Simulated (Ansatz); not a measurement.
# (ZnO)2(SiC)2 [0001] superlattice, started as wurtzite: from the cell to its phonons, part 2 of 2

Wanted: phonon frequencies of (ZnO)2(SiC)2 [0001] superlattice, started as wurtzite and what follows from them.

Ansatz 0.2.0; DFT PBEsol, scalar-relativistic, plane waves, PAW.

So far. Step 4 (Tight relaxation): The largest force component left is 0.97 meV/Å and the pressure is 0.000 GPa, within the tolerances set. The cell now holds 11.54 Å³/atom. The relaxed cell has a = 3.183, c = 10.519 Å (conventional setting).

The structure was built from a prototype and need not be the compound's stable phase.

## (5) Modes at Γ

The zone centre is the only wavevector solved here; it holds the modes that light can see, as far as symmetry allows. No field response is asked, since the mesh shows no gap.

The input, input.yaml:

```yaml
crystal:
  lattice:
    - [3.1834761031, 0.0, 0.0]
    - [-1.5917380516, 2.7569711776, 0.0]
    - [0.0, 0.0, 10.5192966978]
  atoms:
    - { symbol: C, position: [0.3333333333, 0.6666666667, 0.6847313817] }
    - { symbol: C, position: [0.6666666667, 0.3333333333, 0.924444723] }
    - { symbol: O, position: [0.3333333333, 0.6666666667, 0.1941217203] }
    - { symbol: O, position: [0.6666666667, 0.3333333333, 0.4575745324] }
    - { symbol: Si, position: [0.3333333333, 0.6666666667, 0.5107254654] }
    - { symbol: Si, position: [0.6666666667, 0.3333333333, 0.7505912883] }
    - { symbol: Zn, position: [0.3333333333, 0.6666666667, -0.0097151279] }
    - { symbol: Zn, position: [0.6666666667, 0.3333333333, 0.2375260168] }
kpoints:
  mp_grid: { grid: [12, 12, 4] }
hamiltonian:
  xc: pbesol
scf:
  occupations: { method: methfessel_paxton, width: 0.2 }
output:
  eigenvalues: true
phonons:
  method: dfpt
```

Run with:

```bash
> ansatz run input.yaml --threads 8 --pin off --max-ram 14336MiB --backend cpu --events-out ev --progress --plain --runs-dir out
```

Numbers of over 12 decimals in the logs are rounded to 6 here.

Log:

```text
[...]
Crystal: 8 atoms, lattice volume = 92.325 Å³
Basis set: ecut = 420 eV, 1799 PW (Γ), exchange–correlation on 48×48×144 points (8 copies of the dense FFT grid, shifted against one another)
Bands: 34, of which v1, the nominal top of the filled ones, is band 26 counted from 1 (25 counted from 0)
Symmetry: 6 space group operations
k-points: 164 of 576 (irreducible under 2 space group operations, time reversal used)
[...]
SCF iter   1: F=—  HF=-9417.564918 eV  |F-HF|=—  |Δ(HF+E_count)|=         —  Δρ=1.49e-2  dr2=3.04e-1  ethr=1.77e-3  ⟨swp⟩=6.0  Hψ=25768  notcnv=0
[...]
SCF iter  17: F=-9417.509207 eV  HF=-9417.509207 eV  |F-HF|=3.64e-12  |Δ(HF+E_count)|=    0.00e0  S|Δr|=    0.00e0  Δρ=2.43e-8  dr2=1.48e-12  ethr=1.00e-12  ⟨swp⟩=10.0  Hψ=27910  notcnv=0
SCF 1 converged in 17 iterations: F = -9417.509207 eV  dr2 = 1.48e-12
[...]
DFPT response loops at Γ: preconditioner auto → Kerker (q_TF=auto, 2.479 Å⁻¹) (partly filled bands, converged f_vac=0.001); β = 1.00, the filter's whole step (`scf.mixing.beta` (0.50) is not read by the response loops under this deck's `scf.mixing.preconditioner`; to damp them name `kerker` or `kerker_dos`, under which they read `scf.mixing.beta`, and type it under 1.00, their step now; both keys bind the ground state too); Broyden in place of MSR1
SCF converged after 17 iterations
[...]
Free energy (F): -9417.509207 eV
[...]
Internal energy: -9417.502366 eV  (E = F + TS)
E sigma→0 (E₀):  -9417.507497 eV
Entropy (-TS):   -0.006841 eV (-0.855 meV/atom)
Fermi energy:    9.531310 eV
Step filling:    the computed levels leave a gap of 0.0000 eV = 0.0 smearing widths at the electron count; against every level under it full and every level over it empty, smearing changes F+E_penalty+E_count by -2.244 meV and its σ→0 estimate by -0.534 meV
[...]
--- Band table (eV; the first three rows and the last of 164) ---
  k-point 0: bands = [... 22 lower, 7.5018, 7.5018, 7.6202, 10.4470, 10.9439, 10.9439, 13.1257, 14.0433, ... 4 higher]
  k-point 1: bands = [... 22 lower, 7.5042, 7.5042, 8.0285, 10.3599, 10.9438, 10.9438, 13.0789, 14.0415, ... 4 higher]
  k-point 2: bands = [... 22 lower, 7.5065, 7.5065, 8.2822, 10.2643, 10.9437, 10.9437, 13.0422, 14.0396, ... 4 higher]
  k-point 163: bands = [... 22 lower, 5.2299, 6.6440, 7.3606, 7.8039, 11.0174, 11.2128, 13.2591, 13.8656, ... 4 higher]
--- Phonons (Γ-DFPT): 16 representative perturbations + reference, on 164 of 576 k-points (Σ response iterations 59) ---
  k mesh reduced under 2 symmetry operations, with k and −k counted as one. Each operation leaves every solved perturbation unchanged. A smaller set is not used because it would not reduce the number of displacements times k-points to solve
  ASR residual: 5.734e-5 → 0.000e0 eV/Å²; symmetrization residual: 3.674e-5 eV/Å²
  ASR residual per site (eV/Å²): 3.38e-5 1.17e-5 1.27e-5 2.42e-5 7.65e-6 5.73e-5 2.90e-5 2.68e-5
  Γ frequencies (cm⁻¹): 0.00 0.00 0.00 62.88 62.88 101.48 101.48 119.81 190.01 190.01 198.09 210.72 210.72 298.59 363.83 501.30 515.29 515.29 548.12 548.12 615.54 615.54 812.67 825.45
  non-analytic LO–TO correction: not included (Born effective charges unavailable; polar crystals: no LO–TO splitting at Γ)
```

Run time: 3.8 min. Hardware: 8 threads of Arm Neoverse N1, shared host; peak memory 2.1 GiB.

This step gave:

```
sum-rule residual before enforcement                    : 5.73e-5 eV/Å²
point group                                             : 3m
highest optical mode at the zone centre (no LO-TO term) : 825.5 cm⁻¹
lowest optical zone-centre mode                         : 62.88 cm⁻¹
```

Patterns of degenerate modes are one choice out of their space. The modes at Γ (shares of kinetic energy by element, %):

```
mode  frequency (cm⁻¹)  symmetry  C %  O %  Si %  Zn %
   1               0.0  acoustic   10   13    23    54
   2               0.0  acoustic   10   13    23    54
   3               0.0  acoustic   10   13    23    54
   4              62.9         E    4   16    28    52
   5              62.9         E    4   16    28    52
   6             101.5         E    8    7    28    57
   7             101.5         E    8    7    28    57
   8             119.8        A1    9    6    22    63
   9             190.0         E   17    0    77     6
  10             190.0         E   17    0    77     6
  11             198.1        A1    2   12     9    77
  12             210.7         E    1   82    16     0
  13             210.7         E    1   82    16     0
  14             298.6        A1    2   89     8     1
  15             363.8        A1    9   56    31     4
  16             501.3        A1   15   22    62     0
  17             515.3         E    2   80     0    18
  18             515.3         E    2   80     0    18
  19             548.1         E   86    2     0    12
  20             548.1         E   86    2     0    12
  21             615.5         E   72    0    28     0
  22             615.5         E   72    0    28     0
  23             812.7        A1   76    0    24     0
  24             825.5        A1   79    0    21     0
```

Displacements in mode 5 (62.9 cm⁻¹), the largest set to 1:
```
C1  -0.65  0.03  0.00
C2  -0.25  0.01  0.00
O3   0.95 -0.04  0.00
O4  -0.63  0.03  0.00
Si5 -0.95  0.04  0.00
Si6 -0.62  0.03  0.00
Zn7 -0.24  0.01  0.00
Zn8  1.00 -0.04  0.00
```

Displacements in mode 21 (615.5 cm⁻¹), the largest set to 1:
```
C1   0.61  1.00  0.00
C2   0.06  0.11  0.00
O3  -0.01 -0.01  0.00
O4  -0.01 -0.02  0.00
Si5 -0.02 -0.02  0.00
Si6 -0.25 -0.41  0.00
Zn7 -0.01 -0.01  0.00
Zn8  0.00  0.00  0.00
```

Before it was imposed, the acoustic sum rule was missed by 5.7e-5 eV/Å². Small misses are needed for a sound result but don't prove that mesh and cutoff are converged. The lowest optical mode is real, 62.9 cm⁻¹.

## (6) Another isotope, element C, natural mass 12.011 amu

An isotope changes the mass and not the force constants, so no new electronic calculation is needed; the shifts show which modes move this element.

The same force constants with the mass of C changed from 12.011 to 13.003 u (phonopy, no LO-TO term). Both lists are sorted by frequency; levels can cross, so a row need not hold one and the same mode. Modes under 3 cm⁻¹ are left out. Isotope shifts, by row:

```
    q  rank  natural mass (cm⁻¹)  changed mass (cm⁻¹)
0 0 0     4                62.88                62.77
0 0 0     5                62.88                62.77
0 0 0     6                101.5                101.2
0 0 0     7                101.5                101.2
0 0 0     8                119.8                119.4
0 0 0     9                  190                188.7
0 0 0    10                  190                188.7
0 0 0    11                198.1                  198
0 0 0    12                210.7                210.6
0 0 0    13                210.7                210.6
0 0 0    14                298.6                298.4
0 0 0    15                363.8                362.6
0 0 0    16                501.3                498.1
0 0 0    17                515.3                514.4
0 0 0    18                515.3                514.4
0 0 0    19                548.1                530.3
0 0 0    20                548.1                530.3
0 0 0    21                615.5                598.4
0 0 0    22                615.5                598.4
0 0 0    23                812.7                788.2
0 0 0    24                825.5                801.1
```

A mode of this element alone would shift by -3.89 %. The highest zone-centre frequency without the field goes from 825.5 to 801.1 cm⁻¹ (-2.9 %). The product of the frequency ratios over all optical modes at Γ is 0.798; the product rule, (m/m′)^(3k/2) (M′/M)^(3/2) with k = 2 such atoms and M the mass of the cell, gives 0.798.

## (7) Another isotope, element O, natural mass 15.999 amu

The same for O, from 16.00 to 18.00 u.

The same force constants with the mass of O changed from 15.999 to 17.999 u (phonopy, no LO-TO term). Both lists are sorted by frequency; levels can cross, so a row need not hold one and the same mode. Modes under 3 cm⁻¹ are left out. Isotope shifts, by row:

```
    q  rank  natural mass (cm⁻¹)  changed mass (cm⁻¹)
0 0 0     4                62.88                62.27
0 0 0     5                62.88                62.27
0 0 0     6                101.5                  101
0 0 0     7                101.5                  101
0 0 0     8                119.8                119.3
0 0 0     9                  190                  190
0 0 0    10                  190                  190
0 0 0    11                198.1                196.6
0 0 0    12                210.7                200.9
0 0 0    13                210.7                200.9
0 0 0    14                298.6                283.3
0 0 0    15                363.8                351.9
0 0 0    16                501.3                491.7
0 0 0    17                515.3                491.7
0 0 0    18                515.3                495.4
0 0 0    19                548.1                547.8
0 0 0    20                548.1                547.8
0 0 0    21                615.5                615.5
0 0 0    22                615.5                615.5
0 0 0    23                812.7                812.5
0 0 0    24                825.5                825.3
```

A mode of this element alone would shift by -5.72 %. The highest zone-centre frequency without the field goes from 825.5 to 825.3 cm⁻¹ (-0.0 %). The product of the frequency ratios over all optical modes at Γ is 0.720; the product rule, (m/m′)^(3k/2) (M′/M)^(3/2) with k = 2 such atoms and M the mass of the cell, gives 0.720.

## (8) Isotope substitution, element Si, natural mass 28.085 amu

The same for Si, from 28.09 to 29.97 u.

A mode of this element alone would shift by -3.20 %. The highest zone-centre frequency without the field goes from 825.5 to 820.6 cm⁻¹ (-0.6 %). The product of the frequency ratios over all optical modes at Γ is 0.842; the product rule, (m/m′)^(3k/2) (M′/M)^(3/2) with k = 2 such atoms and M the mass of the cell, gives 0.842.

## (9) Another isotope, element Zn, natural mass 65.38 amu

The same for Zn, from 65.38 to 67.92 u.

The same force constants with the mass of Zn changed from 65.380 to 67.925 u (phonopy, no LO-TO term). Both lists are sorted by frequency; levels can cross, so a row need not hold one and the same mode. Modes under 3 cm⁻¹ are left out. Isotope shifts, by row:

```
    q  rank  natural mass (cm⁻¹)  changed mass (cm⁻¹)
0 0 0     4                62.88                62.25
0 0 0     5                62.88                62.25
0 0 0     6                101.5                100.4
0 0 0     7                101.5                100.4
0 0 0     8                119.8                118.4
0 0 0     9                  190                189.8
0 0 0    10                  190                189.8
0 0 0    11                198.1                195.2
0 0 0    12                210.7                210.7
0 0 0    13                210.7                210.7
0 0 0    14                298.6                298.5
0 0 0    15                363.8                363.5
0 0 0    16                501.3                501.3
0 0 0    17                515.3                513.5
0 0 0    18                515.3                513.5
0 0 0    19                548.1                546.9
0 0 0    20                548.1                546.9
0 0 0    21                615.5                615.5
0 0 0    22                615.5                615.5
0 0 0    23                812.7                812.6
0 0 0    24                825.5                825.4
```

A mode of this element alone would shift by -1.89 %. The highest zone-centre frequency without the field goes from 825.5 to 825.4 cm⁻¹ (-0.0 %). The product of the frequency ratios over all optical modes at Γ is 0.920; the product rule, (m/m′)^(3k/2) (M′/M)^(3/2) with k = 2 such atoms and M the mass of the cell, gives 0.920.

## (10) What came out

```
space group after relaxation (within 0.01 Å)            : P3m1
volume per atom                                         : 11.5 Å³
electronic character                                    : no gap on this mesh
highest optical mode at the zone centre (no LO-TO term) : 825 cm⁻¹
lowest optical zone-centre mode                         : 62.9 cm⁻¹
imaginary modes at Γ (the only wavevector solved)       : none
```

**Reading.** The structure is stable against zone-centre distortions, since no mode there is imaginary; other wavevectors were not solved, so zone-boundary instabilities are untested. The optical modes at Γ span 63 to 825 cm⁻¹. No dispersion was computed. The highest mode in this list at Γ, 825.5 cm⁻¹, is mostly motion of C (79 % of the kinetic energy). With no gap, or one that is small against the smearing, the frequencies hang on the k mesh and the smearing, most of all near Kohn anomalies. The starting cell was built on a prototype and not taken from a measurement, so the phase need not exist. These are harmonic frequencies at zero temperature: anharmonic shifts, linewidths and thermal expansion are left out.

[Logs are printed without paths, hosts, clocks, repeated set-up lines and the standing remarks that a program may print on its own settings, such as how far it seeks lower states.]

[Hosts, paths, dates, database ids (printed as entryN), source tags and the programs' standing remarks are cut or masked in the printed files.]
